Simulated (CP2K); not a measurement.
Two runs for the C K edge of fluorocarbonylbenzene. Run A: CP2K XAS_TDP, all-electron GAPW, PBEh(45%), aug-cc-pVDZ, TDA, no relativity. Run B differs in one setting.

First lines with a strength over 0.0015. A:

| atom | energy (eV) | states | strength, one atom |
| --- | --- | --- | --- |
| C2 (bonded to C, F and O) | 283.63 | 1 | 0.0678 |
|  | 288.48 | 1 | 0.0023 |
|  | 288.50 | 1 | 0.0365 |
|  | 288.64 | 1 | 0.0139 |
|  | 289.75 | 1 | 0.0162 |
| C4 (bonded to 3 C) | 281.44 | 1 | 0.0314 |
|  | 284.80 | 1 | 0.0235 |
|  | 285.54 | 1 | 0.0030 |
|  | 286.31 | 1 | 0.0022 |
|  | 286.69 | 1 | 0.0046 |
| C5 (bonded to 2 C and H) | 280.89 | 1 | 0.0513 |
|  | 283.05 | 1 | 0.0031 |
|  | 285.00 | 1 | 0.0088 |
|  | 285.86 | 1 | 0.0046 |
|  | 286.42 | 1 | 0.0023 |
| C6 (bonded to 2 C and H) | 281.42 | 1 | 0.0509 |
|  | 284.55 | 1 | 0.0115 |
|  | 285.66 | 1 | 0.0026 |
|  | 285.88 | 1 | 0.0051 |
|  | 286.26 | 1 | 0.0022 |
| C7 (bonded to 2 C and H) | 280.95 | 1 | 0.0510 |
|  | 284.66 | 1 | 0.0121 |
|  | 285.81 | 1 | 0.0098 |
|  | 285.93 | 1 | 0.0034 |
|  | 286.49 | 2 | 0.0017 |

B:

| atom | energy (eV) | states | strength, one atom |
| --- | --- | --- | --- |
| C2 (bonded to C, F and O) | 283.37 | 1 | 0.0694 |
|  | 288.38 | 1 | 0.0150 |
|  | 288.62 | 1 | 0.0573 |
|  | 290.70 | 1 | 0.0124 |
|  | 291.92 | 1 | 0.0034 |
| C4 (bonded to 3 C) | 281.20 | 1 | 0.0327 |
|  | 284.71 | 1 | 0.0242 |
|  | 286.25 | 1 | 0.0118 |
|  | 287.50 | 1 | 0.0089 |
|  | 287.64 | 1 | 0.0046 |
| C5 (bonded to 2 C and H) | 280.68 | 1 | 0.0529 |
|  | 282.87 | 1 | 0.0031 |
|  | 285.38 | 1 | 0.0195 |
|  | 287.04 | 1 | 0.0069 |
|  | 288.04 | 1 | 0.0057 |
| C6 (bonded to 2 C and H) | 281.18 | 1 | 0.0525 |
|  | 284.84 | 1 | 0.0206 |
|  | 285.81 | 1 | 0.0045 |
|  | 286.85 | 1 | 0.0029 |
|  | 287.37 | 1 | 0.0022 |
| C7 (bonded to 2 C and H) | 280.71 | 1 | 0.0526 |
|  | 284.94 | 1 | 0.0212 |
|  | 285.72 | 1 | 0.0088 |
|  | 287.13 | 1 | 0.0029 |
|  | 288.37 | 1 | 0.0045 |

Which was it: GW2X switched on, the functional, the basis, scalar relativity switched on?

The basis (basis from aug-cc-pVDZ to 6-311G**; the lines alone don't name the new value). A basis moves diffuse and continuum lines far more than the leading valence line. Against PBEh(45%) in aug-cc-pVDZ, the leading lines move by -0.26 eV (C2, to 283.37), -0.24 eV (C4, to 281.20), -0.21 eV (C5, to 280.68), -0.24 eV (C6, to 281.18) and -0.24 eV (C7, to 280.71). The next line of C2 over the strength cut lies 5.01 eV higher, against 4.85.

[Hosts, paths, dates, database ids (printed as entryN), source tags and the programs' standing remarks are cut or masked in the printed files.]
